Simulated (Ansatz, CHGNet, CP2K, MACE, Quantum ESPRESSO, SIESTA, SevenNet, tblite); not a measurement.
## Finding the fault: SIESTA, C6BrNF4 (C2/c) (96 atoms)

Program: SIESTA 5.4.2, a calculation on a cell of 48 C, 8 Br, 8 N and 32 F, 14.1 Å³ an atom.

File input.fdf:

```
SystemLabel cell
NumberOfAtoms 96
NumberOfSpecies 4
%block ChemicalSpeciesLabel
  1 6 C
  2 35 Br
  3 7 N
  4 9 F
%endblock ChemicalSpeciesLabel
LatticeConstant 1.0 Ang
%block LatticeVectors
  13.70700 0.00000 0.00000
  0.00000 5.59700 0.00000
  -4.15847 0.00000 17.65486
%endblock LatticeVectors
PAO.BasisSize DZP
PAO.EnergyShift 0.01 Ry
XC.Functional GGA
XC.Authors PBE
MeshCutoff 20 Ry
%block kgrid_Monkhorst_Pack
  1 0 0 0.0
  0 1 0 0.0
  0 0 1 0.0
%endblock kgrid_Monkhorst_Pack
SolutionMethod diagon
OccupationFunction FD
ElectronicTemperature 580 K
SCF.Mixer.Method Pulay
SCF.Mixer.Weight 0.05
SCF.Mixer.History 8
SCF.Mix Hamiltonian
MaxSCFIterations 60
SCF.DM.Tolerance 1e-04
SCF.H.Tolerance 1.0e-3 eV
WriteForces T
Write.HirshfeldPop T
Write.VoronoiPop T
Write.DM F
Write.H F
XML.Write F
AtomicCoordinatesFormat Fractional
%block AtomicCoordinatesAndAtomicSpecies
  0.10139 0.91318 0.10334 1
  0.89500 0.90413 0.40039 1
  0.60023 0.41422 0.09546 1
  0.39824 0.40756 0.40274 1
  0.89644 0.08060 0.89985 1
  0.09799 0.07484 0.60228 1
  0.40330 0.59700 0.90200 1
  0.59157 0.60831 0.59827 1
  0.99739 0.94002 0.10650 1
  0.00016 0.93992 0.38887 1
[... 82 atom lines left out ...]
  0.73646 0.93156 0.87596 4
  0.26294 0.93282 0.62262 4
  0.23926 0.43440 0.87446 4
  0.76510 0.43030 0.62503 4
%endblock AtomicCoordinatesAndAtomicSpecies
```

The run is started by

```sh
> OMP_NUM_THREADS=1 mpirun -np 2 siesta < input.fdf > output.txt
```

Log:

```text
Version         : 5.4.2
reinit: System Name:
reinit: System Label: cell
initatom: Reading input for the pseudopotentials and atomic orbitals ----------
Species number:   1 Atomic number:    6 Label: C
Species number:   2 Atomic number:   35 Label: Br
Species number:   3 Atomic number:    7 Label: N
Species number:   4 Atomic number:    9 Label: F
Ground state valence configuration (from tables):   2s02  2p02  3d00  4f00
Ground state valence configuration (from tables):   4s02  4p05  4d00  4f00
Ground state valence configuration (from tables):   2s02  2p03  3d00  4f00
Ground state valence configuration (from tables):   2s02  2p05  3d00  4f00
---- Processing specs for species: C
GGA--PBE XC_GGA_X_PBE--XC_GGA_C_PBE pb
---- Processing specs for species: Br
GGA--PBE XC_GGA_X_PBE--XC_GGA_C_PBE pb
---- Processing specs for species: N
GGA--PBE XC_GGA_X_PBE--XC_GGA_C_PBE pb
---- Processing specs for species: F
GGA--PBE XC_GGA_X_PBE--XC_GGA_C_PBE pb
C pseudopotential only contains V_ls up to l=1 -- lmxkb reset.
Br pseudopotential only contains V_ls up to l=2 -- lmxkb reset.
[... lines left out ...]
Total number of electrons:   512.000000
[... lines left out ...]
stepf: Fermi-Dirac step function
        iscf     Eharris(eV)        E_KS(eV)     FreeEng(eV)     dDmax    Ef(eV) dHmax(eV)
[... lines left out ...]
SCF Convergence by DM+H criterion
[... lines left out ...]
SCF cycle converged after 37 iterations
[... lines left out ...]
   Max  378.037468
[... lines left out ...]
   Max  378.037468    constrained
Stress tensor Voigt[x,y,z,yz,xz,xy] (kbar):    -3693.13    -2769.02    -4440.56        0.92     -398.87       10.58
(Free)E + p*V (eV/cell)   -32871.3841
Target enthalpy (eV/cell)   -35943.6937
siesta: Program's energy decomposition (eV):
siesta: Ebs     =     -8159.892474
siesta: Eions   =     57760.670603
siesta: Ena     =     12455.850808
siesta: Ekin    =     22480.254749
siesta: Enl     =     -2260.485412
siesta: DEna    =     -1313.165456
siesta: DUscf   =       174.599570
siesta: Ex      =     -9055.081476
siesta: Ec      =      -664.675159
siesta: Exc     =     -9719.756636
siesta: Eharris =    -35943.372984
siesta: Etot    =    -35943.372979
siesta: FreeEng =    -35943.693741
siesta: Final energy (eV):
siesta:  Band Struct. =   -8159.892474
siesta:       Kinetic =   22480.254749
siesta:       Hartree =   15785.745368
siesta:         Exch. =   -9055.081476
siesta:         Corr. =    -664.675159
siesta:   Exch.-corr. =   -9719.756636
siesta:  Ion-electron =  -51939.510335
siesta:       Ion-ion =  -12550.106125
siesta:         Total =  -35943.372979
siesta:         Fermi =      -2.868068
siesta: Stress tensor (static) (eV/Ang**3):
siesta:    -2.305073    0.006602   -0.248952
siesta:     0.006602   -1.728288    0.000574
siesta:    -0.248956    0.000573   -2.771578
siesta: Cell volume =       1354.446944 Ang**3
siesta: Pressure (static):
siesta:                Solid            Molecule  Units
siesta:           0.02470505          0.01965298  Ry/Bohr**3
siesta:           2.26831304          1.80445375  eV/Ang**3
siesta:        3634.23815466       2891.05364012  kBar
    Orbital volume contribution        =          27.690378 eV
    (Free)E + p_basis*V_orbitals       =      -35916.003363 eV
    (Free)Eharris+ p_basis*V_orbitals  =      -35916.003368 eV
Hirshfeld Atomic Populations:
Atom #   charge [q] valence [e]  Species
     1    -0.137249    4.137249  C
     2    -0.166169    4.166169  C
     3    -0.198037    4.198037  C
[...]
49    -0.171175    7.171175  Br
    50    -0.106308    7.106308  Br
    51    -0.092177    7.092177  Br
[...]
57    -0.122402    5.122402  N
    58     0.066670    4.933330  N
    59    -0.054750    5.054750  N
[...]
65    -0.522718    7.522718  F
    66    -0.554772    7.554772  F
    67    -0.611948    7.611948  F
[...]
--------------------
 Total    -8.232128
Voronoi Atomic Populations:
Atom #   charge [q] valence [e]  Species
[...]
47    -0.230637    4.230637  C
    48    -0.098640    4.098640  C
[...]
55    -0.022991    7.022991  Br
    56    -0.037690    7.037690  Br
[...]
63    -0.055905    5.055905  N
    64    -0.121580    5.121580  N
[...]
95     0.305473    6.694527  F
    96     0.025931    6.974069  F
--------------------
 Total    -7.582733
```

Run time: 40 s. Hardware: 2 MPI ranks of Arm Neoverse V1, shared host; peak memory 0.5 GiB; 80 s of CPU time.

Banners, paths, timers and routine set-up lines are dropped from the logs unmarked, and long logs keep their key lines alone; longer cuts are marked.

Against a plane-wave PBE reference and this program's sound run:

* r.m.s. difference of force components: 78970 meV/Å
* longest difference of force vectors: 392400 meV/Å
* force difference over r.m.s. force: 4082 %
* slope of forces against the reference's: 2.259
* energy less the same-level run's: -10520 meV/atom
* r.m.s. force difference from the same-level run: 78950 meV/Å

**Question.** What is wrong with this input?

A mesh cutoff far too low: mesh cutoff 20 Ry. The sound run has mesh cutoff 500 Ry.

The run converged all the same, so the exit status doesn't show the fault.

[Also dropped from logs without a mark: logging warnings of Python, and SIESTA's first energy breakdown and zero terms.]

[Logs are printed without paths, hosts, clocks, repeated set-up lines and the standing remarks that a program may print on its own settings, such as how far it seeks lower states.]

[Hosts, paths, dates, database ids (printed as entryN), source tags and the programs' standing remarks are cut or masked in the printed files.]
